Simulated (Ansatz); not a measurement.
# KSnCl3 (model cell, started as cubic perovskite with Sn in the octahedra): a soft mode frozen in, part 2 of 3

Which phase does KSnCl3 (model cell, started as cubic perovskite with Sn in the octahedra) fall into along its unstable mode, and how much energy does it gain?

Ansatz 0.2.0; DFT PBEsol, scalar-relativistic, plane waves, PAW; PAW set soft_1.

So far, highest frequency on the path or at a solved wavevector (cm⁻¹): step 2 (response at finite wavevector) 251. Also lowest frequency on the path (cm⁻¹): step 2 -61.3.

The structure was built from a prototype and need not be the compound's stable phase.

### 6. Relaxing from the distorted cell

Starting from the lowest point found, all atoms and the cell are let go, so that strain and other modes of the same symmetry can join in.

The input, input.yaml:

```yaml
crystal:
  lattice:
    - [5.4819651111, 0.0, 0.0]
    - [0.0, 5.4819651111, 0.0]
    - [0.0, 0.0, 5.4819651111]
  atoms:
    - { symbol: K, position: [0.0, -0.1094498027, 0.0] }
    - { symbol: Sn, position: [0.5, 0.5061124341, 0.5] }
    - { symbol: Cl, position: [0.5, 0.5537345018, 0.0] }
    - { symbol: Cl, position: [0.5, -0.0072237519, 0.5] }
    - { symbol: Cl, position: [0.0, 0.5537345018, 0.5] }
kpoints:
  mp_grid: { grid: [12, 12, 12] }
hamiltonian:
  xc: pbesol
  pseudopotentials: { kind: paw, azcp: { folder: soft_1 }, xc_functional: pbe }
scf:
  occupations: { method: fixed }
output:
  forces: true
  stress: true
  eigenvalues: true
relax:
  adjacent_minimum: "off"
  f_tol: 0.002
  max_steps: 120
  cell: { stress_tol: 0.03 }
```

Run with:

```
$ ansatz run input.yaml --threads 4 --pin off --max-ram 16384MiB --backend cpu --events-out ev --progress --plain --runs-dir out
```

Numbers of over 12 decimals in the logs are rounded to 6 here.

The log of the run:

```text
[...]
Crystal: 5 atoms, lattice volume = 164.744 Å³
Basis set: ecut = 420 eV, 3191 PW (Γ), exchange–correlation on 80×80×80 points (8 copies of the dense FFT grid, shifted against one another)
Bands: 27, of which v1, the nominal top of the filled ones, is band 22 counted from 1 (21 counted from 0)
Symmetry: 8 space group operations
[...]
k-points: 196 of 1728 (time reversal used)
[...]
SCF iter   1: F=—  HF=-10656.449303 eV  |F-HF|=—  |Δ(HF+E_count)|=         —  Δρ=3.46e-2  dr2=3.13e0  ethr=3.10e-3  ⟨swp⟩=5.1  Hψ=21190  notcnv=0  defer=481
[...]
SCF iter   9: F=-10655.041339 eV  HF=-10655.041339 eV  |F-HF|=1.89e-8  |Δ(HF+E_count)|=   1.86e-7  Δρ=2.02e-6  dr2=1.39e-8  ethr=2.27e-10  ⟨swp⟩=15.2  Hψ=34636  notcnv=0
SCF 1 converged in 9 iterations: F = -10655.041339 eV  dr2 = 1.39e-8
[...]
relax step   1: F+E_penalty+E_count = -10655.04133924 eV  Δ(F+E_penalty+E_count) = +0.000e0 eV  max|allowed force component| = 8.333e-2 eV/Å  Δτ_max = 0.0000 Å  P = +0.380 GPa  Ω = 164.744 Å³  (9 SCF iters, dr2 threshold 1.00e-7 eV, accepted)
Crystal: 5 atoms, lattice volume = 167.532 Å³
Basis set: ecut = 420 eV, 3255 PW (Γ), exchange–correlation on 80×80×80 points (8 copies of the dense FFT grid, shifted against one another)
[...]
iter 1 solved again at ethr=4.57e-5 eV; its pass at ethr=3.10e-3 eV (dr2=2.01e-2 eV) is discarded
[...]
SCF iter   6: F=-10655.053215 eV  HF=-10655.053215 eV  |F-HF|=3.99e-8  |Δ(HF+E_count)|=   2.59e-6  Δρ=8.58e-6  dr2=2.05e-7  ethr=1.14e-9  ⟨swp⟩=13.2  Hψ=34882  notcnv=0
SCF 2 converged in 6 iterations: F = -10655.053215 eV  dr2 = 2.05e-7
relax step   2: F+E_penalty+E_count = -10655.05321454 eV  Δ(F+E_penalty+E_count) = -1.188e-2 eV  max|allowed force component| = 6.475e-2 eV/Å  Δτ_max = 0.0597 Å  P = +0.047 GPa  Ω = 167.532 Å³  energy of the carried Pulay correction = -7.382e-5 eV  (6 SCF iters, dr2 threshold 5.00e-7 eV, accepted)
Crystal: 5 atoms, lattice volume = 168.929 Å³
Basis set: ecut = 420 eV, 3279 PW (Γ), exchange–correlation on 80×80×80 points (8 copies of the dense FFT grid, shifted against one another)
[...]
SCF iter   6: F=-10655.057915 eV  HF=-10655.057915 eV  |F-HF|=1.37e-7  |Δ(HF+E_count)|=   1.45e-6  Δρ=4.63e-6  dr2=5.14e-8  ethr=5.95e-10  ⟨swp⟩=12.9  Hψ=34356  notcnv=0
SCF 3 converged in 6 iterations: F = -10655.057915 eV  dr2 = 5.14e-8
relax step   3: F+E_penalty+E_count = -10655.05791534 eV  Δ(F+E_penalty+E_count) = -4.701e-3 eV  max|allowed force component| = 5.089e-2 eV/Å  Δτ_max = 0.0689 Å  P = -0.023 GPa  Ω = 168.929 Å³  energy of the carried Pulay correction = -1.103e-4 eV  (6 SCF iters, dr2 threshold 2.62e-7 eV, accepted)
[...]
relax step   4: F+E_penalty+E_count = -10655.05989757 eV  Δ(F+E_penalty+E_count) = -1.982e-3 eV  max|allowed force component| = 5.156e-2 eV/Å  Δτ_max = 0.0515 Å  P = -0.006 GPa  Ω = 169.785 Å³  energy of the carried Pulay correction = -1.326e-4 eV  (6 SCF iters, dr2 threshold 1.62e-7 eV, accepted)
[...]
relax step   5: F+E_penalty+E_count = -10655.06102165 eV  Δ(F+E_penalty+E_count) = -1.124e-3 eV  max|allowed force component| = 3.643e-2 eV/Å  Δτ_max = 0.0225 Å  P = -0.001 GPa  Ω = 170.382 Å³  energy of the carried Pulay correction = -1.480e-4 eV  (5 SCF iters, dr2 threshold 1.66e-7 eV, accepted)
[...]
relax step   6: F+E_penalty+E_count = -10655.06136357 eV  Δ(F+E_penalty+E_count) = -3.419e-4 eV  max|allowed force component| = 5.611e-2 eV/Å  Δτ_max = 0.0495 Å  P = +0.126 GPa  Ω = 171.279 Å³  energy of the carried Pulay correction = -1.711e-4 eV  (6 SCF iters, dr2 threshold 8.29e-8 eV, accepted)
[...]
relax step   7: F+E_penalty+E_count = -10655.06160008 eV  Δ(F+E_penalty+E_count) = -2.365e-4 eV  max|allowed force component| = 7.458e-3 eV/Å  Δτ_max = 0.0075 Å  P = -0.077 GPa  Ω = 173.080 Å³  energy of the carried Pulay correction = -2.171e-4 eV  (5 SCF iters, dr2 threshold 1.97e-7 eV, accepted)
[...]
relax step   8: F+E_penalty+E_count = -10655.06217660 eV  Δ(F+E_penalty+E_count) = -5.765e-4 eV  max|allowed force component| = 2.578e-3 eV/Å  Δτ_max = 0.0200 Å  P = +0.012 GPa  Ω = 171.484 Å³  energy of the carried Pulay correction = -1.764e-4 eV  (5 SCF iters, dr2 threshold 5.61e-8 eV, accepted)
[...]
relax step   9: F+E_penalty+E_count = -10655.06218022 eV  Δ(F+E_penalty+E_count) = -3.627e-6 eV  max|allowed force component| = 9.333e-4 eV/Å  Δτ_max = 0.0022 Å  P = -0.005 GPa  Ω = 171.626 Å³  energy of the carried Pulay correction = -1.800e-4 eV  (6 SCF iters, dr2 threshold 4.15e-10 eV, accepted)
[...]
SCF iter   5: F=-10655.062389 eV  HF=-10655.062389 eV  |F-HF|=1.60e-10  |Δ(HF+E_count)|=   1.17e-9  Δρ=5.72e-8  dr2=2.19e-12  ethr=1.00e-12  ⟨swp⟩=16.4  Hψ=40800  notcnv=0
SCF 10 converged in 5 iterations: F = -10655.062389 eV  dr2 = 2.19e-12
relax step  10: F+E_penalty+E_count = -10655.06238891 eV  Δ(F+E_penalty+E_count) = -2.087e-4 eV  max|allowed force component| = 9.405e-4 eV/Å  Δτ_max = 0.0000 Å  P = -0.004 GPa  Ω = 171.626 Å³  stress off target by 8.05e-3 GPa  SCF on the basis re-selected at this cell (its energy is not comparable with the rows above)  (5 SCF iters)
basis re-selected at this cell: Δ(F+E_penalty+E_count) = -2.087e-4 eV, ΔP = +0.001 GPa vs the last step (what re-selecting the basis moved, of the pressure what is left beyond the Pulay correction that the steps carried, after the strain that the cell walked since its last selection, with what the two solves' SCF thresholds leave and, on support functions, any second-order correction that the steps lacked; it is no m [...]
SCF converged after 5 iterations
Free energy (F): -10655.062389 eV
[...]
Internal energy: -10655.062389 eV  (E = F + TS)
E sigma→0 (E₀):  -10655.062389 eV
Fermi energy:    3.179535 eV
[...]
--- Forces (eV/Å), atoms counted from 1 ---
  atom   1  K      0.00000000    -0.00094055     0.00000000
  atom   2  Sn     0.00000000     0.00044430    -0.00000000
  atom   3  Cl    -0.00000000    -0.00015409     0.00000000
  atom   4  Cl    -0.00000000     0.00080402     0.00000000
  atom   5  Cl     0.00000000    -0.00015409    -0.00000000
  max |Σ_I F_I| component: 3.96e-7 eV/Å
--- Stress (GPa, compression-positive) ---
       -0.008053      -0.000000       0.000000
       -0.000000       0.003765       0.000000
        0.000000       0.000000      -0.008053
  P = ⅓ Tr σ = -0.0041 GPa (-0.041 kbar)
--- Band table (eV; the first three rows and the last of 196) ---
  k-point 0: bands = [... 18 lower, 0.1506, 0.4067, 0.5023, 0.5023, 5.9521, 8.1850, 8.3483, 8.3483, ... 1 higher]
  k-point 1: bands = [... 18 lower, 0.1361, 0.3489, 0.5022, 0.5719, 6.0072, 8.0575, 8.1599, 8.4025, ... 1 higher]
  k-point 2: bands = [... 18 lower, 0.0915, 0.3073, 0.5020, 0.6795, 6.1652, 7.6393, 8.1169, 8.4427, ... 1 higher]
  k-point 195: bands = [... 18 lower, 0.4522, 0.7782, 0.7782, 3.1795, 4.6686, 4.6686, 5.3424, 7.2922, ... 1 higher]
--- Relaxed structure (9 steps of the walk, 9 accepted, 1 SCFs on fresh bases) ---
  F+E_penalty+E_count = -10655.06238891 eV   max|allowed force component| = 9.405e-4 eV/Å   (the final SCF, on the basis selected at the relaxed cell)
  cell:  # Å, volume = 171.6259 Å³
    - [5.514742, 0, 0]
    - [0, 5.643292, 0.0]
    - [0, 0.0, 5.514742]
  atoms:
    - { symbol: K, position: [0, -0.142381, 0] }
    - { symbol: Sn, position: [0.5, 0.524757, 0.5] }
    - { symbol: Cl, position: [0.5, 0.563890, 0.0] }
    - { symbol: Cl, position: [0.5, -0.013248, 0.5] }
    - { symbol: Cl, position: [0, 0.563890, 0.5] }
```

Run time: 4.4 min. Hardware: 4 threads of Arm Neoverse V1, shared host; peak memory 0.98 GiB.

The steps of the relaxation:

```csv
step,energy less that of the first step (eV),largest force component (eV/Å),pressure (GPa),volume (Å³)
1,0.0000,0.0833,0.38,164.74
2,-0.0119,0.0647,0.05,167.53
3,-0.0166,0.0509,-0.02,168.93
4,-0.0186,0.0516,-0.01,169.79
5,-0.0197,0.0364,0.00,170.38
6,-0.0200,0.0561,0.13,171.28
7,-0.0203,0.0075,-0.08,173.08
8,-0.0208,0.0026,0.01,171.48
9,-0.0208,0.0009,0.00,171.63
10*,-0.0211,0.0009,0.00,171.63
```

Relaxation steps marked * repeat the geometry before them on a plane-wave basis chosen anew for their cell, so energy and pressure can jump there.

Forces are held to the 8 operations that the run works with; a distortion that breaks them can't arise in this run.

```csv
"conventional cell, symmetrised",before,after,change
a (Å),5.482,5.515,+0.6 %
b (Å),5.482,5.515,+0.6 %
c (Å),5.482,5.643,+2.9 %
volume (Å³/atom),32.95,34.33,+4.2 %
```

The atoms that moved most (Å, as changes of fractional coordinates times the final cell):

```csv
atom,dx,dy,dz,length
K1,0.000,-0.186,0.000,0.186
Sn2,0.000,0.105,0.000,0.105
Cl5,0.000,0.057,0.000,0.057
Cl3,0.000,0.057,0.000,0.057
Cl4,0.000,-0.034,0.000,0.034
```

Final coordinates:

```xyz
5
Lattice="5.5147 0.0000 0.0000 0.0000 5.6433 0.0000 0.0000 0.0000 5.5147" Properties=species:S:1:pos:R:3 pbc="T T T"
K     0.0000   -0.8035    0.0000
Sn    2.7574    2.9614    2.7574
Cl    2.7574    3.1822    0.0000
Cl    2.7574   -0.0748    2.7574
Cl    0.0000    3.1822    2.7574
```

Numbers from this step:

```
pressure          : -0.004114 GPa
gap on the k-mesh : 1.489 eV
volume per atom   : 34.33 Å³
```

The distorted start has space group P4mm; the relaxation ends in P4mm.

### 7. The new phase in its own primitive cell

The relaxed structure is symmetrised, reduced to its primitive cell and relaxed tightly, as its phonons need.

input.yaml, the sections that differ from step 6:

```yaml
crystal:
  lattice:
    - [5.5147420054, 0.0, 0.0]
    - [0.0, 5.5147420054, 0.0]
    - [0.0, 0.0, 5.6432916479]
  atoms:
    - { symbol: K, position: [0.0, 0.0, 0.1423812705] }
    - { symbol: Sn, position: [0.5, 0.5, 0.4752432163] }
    - { symbol: Cl, position: [0.5, 0.0, 0.4361098596] }
    - { symbol: Cl, position: [0.5, 0.5, 0.013247911] }
    - { symbol: Cl, position: [0.0, 0.5, 0.4361098596] }
kpoints:
  mp_grid: { grid: [8, 8, 8] }
relax:
  adjacent_minimum: "off"
  f_tol: 0.001
  max_steps: 60
  cell: { stress_tol: 0.01 }
# hamiltonian, scf, output: as in step 6
```

The log of the run:

```text
[...]
Crystal: 5 atoms, lattice volume = 171.626 Å³
Basis set: ecut = 420 eV, 3343 PW (Γ), exchange–correlation on 80×80×80 points (8 copies of the dense FFT grid, shifted against one another)
Bands: 27, of which v1, the nominal top of the filled ones, is band 22 counted from 1 (21 counted from 0)
Symmetry: 8 space group operations
[...]
k-points: 75 of 512 (time reversal used)
[...]
--- Relaxed structure (2 steps of the walk, 2 accepted, 1 SCFs on fresh bases) ---
[...]
cell:  # Å, volume = 171.6226 Å³
    - [5.514384, 0, 0]
    - [0, 5.514384, 0.0]
    - [0, 0.0, 5.643914]
  atoms:
    - { symbol: K, position: [0, 0, 0.142445] }
    - { symbol: Sn, position: [0.5, 0.5, 0.475212] }
    - { symbol: Cl, position: [0.5, 0, 0.436095] }
    - { symbol: Cl, position: [0.5, 0.5, 0.013246] }
    - { symbol: Cl, position: [0, 0.5, 0.436095] }
[key lines of the parts left out:]
SCF converged after 7 iterations
Free energy (F): -10655.062200 eV
Fermi energy:    3.179472 eV
P = ⅓ Tr σ = -0.0010 GPa (-0.010 kbar)
```

The job ended after 34 s (4 threads; peak memory 0.63 GiB; 2.3 min of CPU time).

Little changed from the start: no atom moved by 0.005 Å and no cell edge by 0.1 %.

Numbers from this step:

| Quantity | Value |
| --- | --- |
| pressure | -9.74e-4 GPa |
| gap on the k-mesh | 1.490 eV |
| volume per atom | 34.32 Å³ |
| direct gap on mesh | 1.490 eV |

The largest force component left is 0.53 meV/Å and the pressure is -0.001 GPa, within the tolerances set. The cell now holds 34.32 Å³/atom.

(Part 2 of 3 ends here.)

[Logs are printed without paths, hosts, clocks, repeated set-up lines and the standing remarks that a program may print on its own settings, such as how far it seeks lower states.]

[Hosts, paths, dates, database ids (printed as entryN), source tags and the programs' standing remarks are cut or masked in the printed files.]
